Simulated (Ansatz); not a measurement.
# linear Na chain under tension and compression, part 2 of 2

Wanted: energy, moment and open channels of the linear Na chain from 12 % compression to 30 % stretch.

Ansatz 0.2.0; DFT PBE, plane waves, PAW; relaxation of a chain's period (the session's first sound run).

So far, conductance of the lead as this run defines it (G₀): step 3 (At a set period, period over the relaxed period 0.88 …) 1.000.

## Step 4: The chain at a fixed length, period over the relaxed period 0.92, k-mesh 1×1×26

Level of this step: DFT PBE, plane waves, PAW; channels and complex bands of a perfect chain (Ansatz).

The period is set to 0.92 times the relaxed one: shorter bonds widen the bands.

The cell differs from the one that the last finished run ended in (c 2.965 → 3.100 Å).

Input file input.yaml:

```yaml
crystal:
  lattice:
    - [7.5, 0.0, 0.0]
    - [0.0, 7.5, 0.0]
    - [0.0, 0.0, 3.1000441643]
  atoms:
    - { symbol: Na, position: [0.5, 0.5, 0.0], spin: 0.5 }
magnetization:
  spin_polarized: true
kpoints:
  mp_grid: { grid: [1, 1, 26] }
scf:
  occupations: { method: fermi_dirac, width: 0.05 }
hamiltonian:
  xc: pbe
output:
  transmission:
    e_range: [-2, 2]
    de: 0.035
    kmesh: [1, 1]
    reduced_basis: true
    leads: [[0, 0]]
  stress: true
```

On the command line:

```bash
$ ansatz run input.yaml --threads 4 --pin off --max-ram 8192MiB --backend cpu --events-out ev --progress --plain --runs-dir out
```

Numbers of over 12 decimals in the logs are rounded to 6 here.

The program printed:

```text
[...]
Crystal: 1 atoms, lattice volume = 174.377 Å³
Basis set: ecut = 420 eV, 3427 PW (Γ)
Bands: 9, of which v1, the nominal top of the filled ones, is band 5 counted from 1 (4 counted from 0)
Symmetry: 16 space group operations
[...]
k-points: 14 of 26
[...]
Starting moments: Σ|m| = 0.5 μB on 1 of 1 site
[...]
--- Transmission ---
  basis      : 497 plane waves across, 4 finite elements along
  points     : 1, standing for a mesh of 1 x 1
[...]
crystal 0  : Na1, at the sites [0, 0], period 3.1000 Å: whole cells are its period
[...]
filled         : 5.1 meV over the level at which it is neutral
    channels       : 1.000000e0 up, 1.000000e0 down
[...]
[key lines of the parts left out:]
SCF converged after 12 iterations
Magnetization: 0.0000 μB (4.5000 up, 4.5000 down)
Free energy (F): -1485.922927 eV
Fermi energy:    -2.115251 eV
P = ⅓ Tr σ = -0.0692 GPa (-0.692 kbar)
```

Wall time 17 s (4 threads of Intel Xeon 6975P-C (Granite Rapids), shared host); peak memory 0.44 GiB; 33 s of CPU time.

At the computed energy nearest the Fermi level there are 1 spin-up and 1 spin-down channels, and the thermal average gives 1.000 G₀.

## Step 5: At a set period, period over the relaxed period 0.96, k-mesh 1×1×25

The period is set to 0.96 times the relaxed one: shorter bonds widen the bands.

The cell differs from the one that the last finished run ended in (c 3.100 → 3.235 Å).

Edit input.yaml of step 4 so:

```diff
@@ -4,3 +4,3 @@
     - [0.0, 7.5, 0.0]
-    - [0.0, 0.0, 3.1000441643]
+    - [0.0, 0.0, 3.2348286931]
   atoms:
@@ -10,3 +10,3 @@
 kpoints:
-  mp_grid: { grid: [1, 1, 26] }
+  mp_grid: { grid: [1, 1, 25] }
 scf:
```

The program printed:

```text
[...]
Crystal: 1 atoms, lattice volume = 181.959 Å³
Basis set: ecut = 420 eV, 3563 PW (Γ)
Bands: 9, of which v1, the nominal top of the filled ones, is band 5 counted from 1 (4 counted from 0)
Symmetry: 16 space group operations
[...]
k-points: 13 of 25
[...]
Starting moments: Σ|m| = 0.5 μB on 1 of 1 site
[...]
--- Transmission ---
  basis      : 497 plane waves across, 4 finite elements along
  points     : 1, standing for a mesh of 1 x 1
[...]
crystal 0  : Na1, at the sites [0, 0], period 3.2348 Å: whole cells are its period
[...]
filled         : 17.7 meV under the level at which it is neutral
    channels       : 1.000000e0 up, 1.000000e0 down
[...]
[key lines of the parts left out:]
SCF converged after 12 iterations
Magnetization: -0.0000 μB (4.5000 up, 4.5000 down)
Free energy (F): -1485.940911 eV
Fermi energy:    -2.191954 eV
P = ⅓ Tr σ = -0.1619 GPa (-1.619 kbar)
```

Elapsed: 15 s, on 4 threads; peak memory 0.42 GiB.

At the computed energy nearest the Fermi level there are 1 spin-up and 1 spin-down channels, and the thermal average gives 1.000 G₀.

## Step 6: The chain at a fixed length, period over the relaxed period 1, k-mesh 1×1×24

The period is set to 1.0 times the relaxed one, as the point of reference.

Edit input.yaml of step 5 so:

```diff
@@ -4,3 +4,3 @@
     - [0.0, 7.5, 0.0]
-    - [0.0, 0.0, 3.2348286931]
+    - [0.0, 0.0, 3.369613222]
   atoms:
@@ -10,3 +10,3 @@
 kpoints:
-  mp_grid: { grid: [1, 1, 25] }
+  mp_grid: { grid: [1, 1, 24] }
 scf:
```

The program printed:

```text
[...]
Crystal: 1 atoms, lattice volume = 189.541 Å³
Basis set: ecut = 420 eV, 3715 PW (Γ)
Bands: 9, of which v1, the nominal top of the filled ones, is band 5 counted from 1 (4 counted from 0)
Symmetry: 16 space group operations
[...]
k-points: 13 of 24
[...]
Starting moments: Σ|m| = 0.5 μB on 1 of 1 site
[...]
--- Transmission ---
  basis      : 497 plane waves across, 5 finite elements along
  points     : 1, standing for a mesh of 1 x 1
[...]
crystal 0  : Na1, at the sites [0, 0], period 3.3696 Å: whole cells are its period
[...]
filled         : 0.1 meV over the level at which it is neutral
    channels       : 1.000000e0 up, 1.000000e0 down
[...]
[key lines of the parts left out:]
SCF converged after 12 iterations
Magnetization: -0.0000 μB (4.5000 up, 4.5000 down)
Free energy (F): -1485.946400 eV
Fermi energy:    -2.218497 eV
P = ⅓ Tr σ = -0.2339 GPa (-2.339 kbar)
```

Run time: 21 s. Hardware: 4 threads; peak memory 0.44 GiB.

Open channels of the lead against energy, zero at the Fermi level:

```
energy (eV)  spin up  spin down
     -0.915        0          0
     -0.810        1          1
     -0.705        1          1
     -0.600        1          1
     -0.495        1          1
     -0.390        1          1
     -0.285        1          1
     -0.215        1          1
     -0.110        1          1
     -0.005        1          1
      0.100        1          1
      0.205        1          1
      0.310        1          1
      0.415        1          1
      0.485        1          1
      0.590        1          1
      0.695        1          1
      0.800        1          1
      0.905        1          1
      1.010        1          1
      1.115        1          1
      1.185        1          1
      1.290        1          1
      1.395        1          1
      1.500        1          1
      1.605        1          1
      1.710        1          1
      1.815        1          1
      1.885        1          1
```

At the computed energy nearest the Fermi level there are 1 spin-up and 1 spin-down channels, and the thermal average gives 1.000 G₀.

## Step 7: The chain at a fixed length, period over the relaxed period 1.04, k-mesh 1×1×23

The period is set to 1.04 times the relaxed one: longer bonds narrow the bands.

The cell differs from the one that the last finished run ended in (c 3.370 → 3.504 Å).

Edit input.yaml of step 6 so:

```diff
@@ -4,3 +4,3 @@
     - [0.0, 7.5, 0.0]
-    - [0.0, 0.0, 3.369613222]
+    - [0.0, 0.0, 3.5043977509]
   atoms:
@@ -10,3 +10,3 @@
 kpoints:
-  mp_grid: { grid: [1, 1, 24] }
+  mp_grid: { grid: [1, 1, 23] }
 scf:
```

The program printed:

```text
[...]
Crystal: 1 atoms, lattice volume = 197.122 Å³
Basis set: ecut = 420 eV, 3843 PW (Γ)
Bands: 9, of which v1, the nominal top of the filled ones, is band 5 counted from 1 (4 counted from 0)
Symmetry: 16 space group operations
[...]
k-points: 12 of 23
[...]
Starting moments: Σ|m| = 0.5 μB on 1 of 1 site
[...]
--- Transmission ---
  basis      : 497 plane waves across, 5 finite elements along
  points     : 1, standing for a mesh of 1 x 1
[...]
crystal 0  : Na1, at the sites [0, 0], period 3.5044 Å: whole cells are its period
[...]
filled         : 16.8 meV over the level at which it is neutral
    channels       : 1.000000e0 up, 1.000000e0 down
[...]
[key lines of the parts left out:]
SCF converged after 12 iterations
Magnetization: -0.0000 μB (4.5000 up, 4.5000 down)
Free energy (F): -1485.942884 eV
Fermi energy:    -2.238401 eV
P = ⅓ Tr σ = -0.2900 GPa (-2.900 kbar)
```

It took 18 s on 4 threads; peak memory 0.45 GiB.

At the computed energy nearest the Fermi level there are 1 spin-up and 1 spin-down channels, and the thermal average gives 1.000 G₀. The change of length costs 0.003 eV a cell and leaves no moment.

## Step 8: At a set period, period over the relaxed period 1.08, k-mesh 1×1×22

The period is set to 1.08 times the relaxed one: longer bonds narrow the bands.

The cell differs from the one that the last finished run ended in (c 3.504 → 3.639 Å).

Edit input.yaml of step 7 so:

```diff
@@ -4,3 +4,3 @@
     - [0.0, 7.5, 0.0]
-    - [0.0, 0.0, 3.5043977509]
+    - [0.0, 0.0, 3.6391822798]
   atoms:
@@ -10,3 +10,3 @@
 kpoints:
-  mp_grid: { grid: [1, 1, 23] }
+  mp_grid: { grid: [1, 1, 22] }
 scf:
```

The program printed:

```text
[...]
Crystal: 1 atoms, lattice volume = 204.704 Å³
Basis set: ecut = 420 eV, 3997 PW (Γ)
Bands: 9, of which v1, the nominal top of the filled ones, is band 5 counted from 1 (4 counted from 0)
Symmetry: 16 space group operations
[...]
k-points: 12 of 22
[...]
Starting moments: Σ|m| = 0.5 μB on 1 of 1 site
[...]
--- Transmission ---
  basis      : 497 plane waves across, 5 finite elements along
  points     : 1, standing for a mesh of 1 x 1
[...]
crystal 0  : Na1, at the sites [0, 0], period 3.6392 Å: whole cells are its period
[...]
filled         : 5.3 meV over the level at which it is neutral
    channels       : 1.000000e0 up, 1.000000e0 down
[...]
[key lines of the parts left out:]
SCF converged after 13 iterations
Magnetization: 0.0000 μB (4.5000 up, 4.5000 down)
Free energy (F): -1485.932130 eV
Fermi energy:    -2.280222 eV
P = ⅓ Tr σ = -0.3327 GPa (-3.327 kbar)
```

Wall time 19 s (4 threads); peak memory 0.44 GiB.

At the computed energy nearest the Fermi level there are 1 spin-up and 1 spin-down channels, and the thermal average gives 1.000 G₀. The change of length costs 0.013 eV a cell and leaves no moment.

## Step 9: The chain at a fixed length, period over the relaxed period 1.13, k-mesh 1×1×22

The period is set to 1.13 times the relaxed one: longer bonds narrow the bands.

The cell differs from the one that the last finished run ended in (c 3.639 → 3.808 Å).

Edit input.yaml of step 8 so:

```diff
@@ -4,3 +4,3 @@
     - [0.0, 7.5, 0.0]
-    - [0.0, 0.0, 3.6391822798]
+    - [0.0, 0.0, 3.8076629409]
   atoms:
```

The program printed:

```text
[...]
Crystal: 1 atoms, lattice volume = 214.181 Å³
Basis set: ecut = 420 eV, 4189 PW (Γ)
Bands: 9, of which v1, the nominal top of the filled ones, is band 5 counted from 1 (4 counted from 0)
Symmetry: 16 space group operations
[...]
k-points: 12 of 22
[...]
Starting moments: Σ|m| = 0.5 μB on 1 of 1 site
[...]
--- Transmission ---
  basis      : 497 plane waves across, 5 finite elements along
  points     : 1, standing for a mesh of 1 x 1
[...]
crystal 0  : Na1, at the sites [0, 0], period 3.8077 Å: whole cells are its period
[...]
filled         : 5.0 meV over the level at which it is neutral
    channels       : 1.000000e0 up, 1.000000e0 down
[...]
[key lines of the parts left out:]
SCF converged after 12 iterations
Magnetization: 0.0000 μB (4.5000 up, 4.5000 down)
Free energy (F): -1485.909999 eV
Fermi energy:    -2.311515 eV
P = ⅓ Tr σ = -0.3691 GPa (-3.691 kbar)
```

Wall time 17 s (4 threads); peak memory 0.43 GiB.

At the computed energy nearest the Fermi level there are 1 spin-up and 1 spin-down channels, and the thermal average gives 1.000 G₀. The change of length costs 0.036 eV a cell and leaves no moment.

## Step 10: At a set period, period over the relaxed period 1.2, k-mesh 1×1×20

The period is set to 1.2 times the relaxed one: longer bonds narrow the bands.

The cell differs from the one that the last finished run ended in (c 3.808 → 4.044 Å).

Edit input.yaml of step 9 so:

```diff
@@ -4,3 +4,3 @@
     - [0.0, 7.5, 0.0]
-    - [0.0, 0.0, 3.8076629409]
+    - [0.0, 0.0, 4.0435358664]
   atoms:
@@ -10,3 +10,3 @@
 kpoints:
-  mp_grid: { grid: [1, 1, 22] }
+  mp_grid: { grid: [1, 1, 20] }
 scf:
```

The program printed:

```text
[...]
Crystal: 1 atoms, lattice volume = 227.449 Å³
Basis set: ecut = 420 eV, 4445 PW (Γ)
Bands: 9, of which v1, the nominal top of the filled ones, is band 5 counted from 1 (4 counted from 0)
Symmetry: 16 space group operations
[...]
k-points: 11 of 20
[...]
Starting moments: Σ|m| = 0.5 μB on 1 of 1 site
[...]
--- Transmission ---
  basis      : 497 plane waves across, 5 finite elements along
  points     : 1, standing for a mesh of 1 x 1
[...]
crystal 0  : Na1, at the sites [0, 0], period 4.0435 Å: whole cells are its period
[...]
filled         : 0.8 meV over the level at which it is neutral
    channels       : 1.000000e0 up, 1.000000e0 down
[...]
[key lines of the parts left out:]
SCF converged after 12 iterations
Magnetization: -0.0000 μB (4.5000 up, 4.5000 down)
Free energy (F): -1485.868787 eV
Fermi energy:    -2.349190 eV
P = ⅓ Tr σ = -0.3974 GPa (-3.974 kbar)
```

The job ended after 19 s (4 threads; peak memory 0.41 GiB; 37 s of CPU time).

At the computed energy nearest the Fermi level there are 1 spin-up and 1 spin-down channels, and the thermal average gives 1.000 G₀. The change of length costs 0.079 eV a cell and leaves no moment.

## Step 11: At a set period, period over the relaxed period 1.3, k-mesh 1×1×19

The period is set to 1.3 times the relaxed one: longer bonds narrow the bands.

The cell differs from the one that the last finished run ended in (c 4.044 → 4.380 Å).

Edit input.yaml of step 10 so:

```diff
@@ -4,3 +4,3 @@
     - [0.0, 7.5, 0.0]
-    - [0.0, 0.0, 4.0435358664]
+    - [0.0, 0.0, 4.3804971886]
   atoms:
@@ -10,3 +10,3 @@
 kpoints:
-  mp_grid: { grid: [1, 1, 20] }
+  mp_grid: { grid: [1, 1, 19] }
 scf:
```

The program printed:

```text
[...]
Crystal: 1 atoms, lattice volume = 246.403 Å³
Basis set: ecut = 420 eV, 4863 PW (Γ)
Bands: 9, of which v1, the nominal top of the filled ones, is band 5 counted from 1 (4 counted from 0)
Symmetry: 16 space group operations
[...]
k-points: 10 of 19
[...]
Starting moments: Σ|m| = 0.5 μB on 1 of 1 site
[...]
--- Transmission ---
  basis      : 497 plane waves across, 6 finite elements along
  points     : 1, standing for a mesh of 1 x 1
[...]
crystal 0  : Na1, at the sites [0, 0], period 4.3805 Å: whole cells are its period
[...]
filled         : 8.4 meV over the level at which it is neutral
    channels       : 1.000000e0 up, 1.000000e0 down
[...]
[key lines of the parts left out:]
SCF converged after 14 iterations
Magnetization: -0.0000 μB (4.5000 up, 4.5000 down)
Free energy (F): -1485.800556 eV
Fermi energy:    -2.376262 eV
P = ⅓ Tr σ = -0.4099 GPa (-4.099 kbar)
```

Wall time 17 s (4 threads); peak memory 0.43 GiB.

At the computed energy nearest the Fermi level there are 1 spin-up and 1 spin-down channels, and the thermal average gives 1.000 G₀. The change of length costs 0.147 eV a cell and leaves no moment.

## Step 12: Side by side

Times are for 4 threads of Intel Xeon 6975P-C (Granite Rapids), shared host. The runs compared:

```csv
no.,period over the relaxed period,conductance of the lead as this run defines it (G₀),energy at zero smearing less the lowest (eV),time,memory (GiB)
1,0.88,1.0000,0.05811,16 s,0.42
2,0.92,1.0000,0.02182,17 s,0.44
3,0.96,1.0000,0.004877,15 s,0.42
4,1,1.0000,0,21 s,0.44
5,1.04,1.0000,0.003312,18 s,0.45
6,1.08,1.0000,0.01348,19 s,0.44
7,1.13,1.0000,0.03600,17 s,0.43
8,1.2,1.0000,0.07855,19 s,0.41
9,1.3,1.0000,0.1471,17 s,0.43
```

## Step 13: A repeat with changed settings

This step: DFT PBE, plane waves, PAW; channels and complex bands of a perfect chain; changed: output.transmission.leads = [[0, 0], [1, 0]], scf.max_iter = 50 (Ansatz 0.2.0).

The input of the run at the relaxed period is made doubtful on purpose.

Input file input.yaml:

```yaml
crystal:
  lattice:
    - [7.5, 0.0, 0.0]
    - [0.0, 7.5, 0.0]
    - [0.0, 0.0, 3.369613222]
  atoms:
    - { symbol: Na, position: [0.5, 0.5, 0.0], spin: 0.5 }
magnetization:
  spin_polarized: true
kpoints:
  mp_grid: { grid: [1, 1, 24] }
scf:
  occupations: { method: fermi_dirac, width: 0.05 }
  max_iter: 50
hamiltonian:
  xc: pbe
output:
  transmission:
    e_range: [-2, 2]
    de: 0.035
    kmesh: [1, 1]
    reduced_basis: true
    leads: [[0, 0], [1, 0]]
  stress: true
```

The program printed:

```text
Error: inconsistent input (output.transmission.leads, crystal): the lead [1, 0] names a site that the cell does not have: it has 1, counted from 0.
List the leads and leave barriers out. Name each by two sites of one ion a step apart, counted from 0. A search, which can't tell a lead from a barrier or a film with its gap, finds:
  [0, 0]  Na1, period 3.3696 Å from a height of 1.68 Å
```

Elapsed: 0.04 s, on 4 threads; peak memory 0.09 GiB.

The input was rejected at the start.

The program's message: “Error: inconsistent input (output.transmission.leads, crystal): the lead [1, 0] names a site that the cell does not have: it has 1, counted from 0.”

The change that led to it: output.transmission.leads = [[0, 0], [1, 0]].

## Step 14: Summary of results

| Quantity | Value |
| --- | --- |
| relaxed cell length | 3.370 Å |
| conductance at period × 0.88 | 1.000 G₀ |
| conductance at period × 1.0 | 1.000 G₀ |
| conductance at period × 1.13 | 1.000 G₀ |
| conductance at period × 1.3 | 1.000 G₀ |
| absolute moment at period × 0.88 | 0 μB |
| absolute moment at period × 1.0 | 0 μB |
| absolute moment at period × 1.3 | 0 μB |

What this shows: No moment survives at any length. Transport is coherent and elastic here: the atoms are frozen, so scattering by vibrations plays no part. The box is narrow for bonds this long, so the chain feels its sideways images. The lead's cell of one atom keeps the chain straight and evenly spaced; a zigzag or dimerised form may lie lower.

[Logs are printed without paths, hosts, clocks, repeated set-up lines and the standing remarks that a program may print on its own settings, such as how far it seeks lower states.]

[Hosts, paths, dates, database ids (printed as entryN), source tags and the programs' standing remarks are cut or masked in the printed files.]
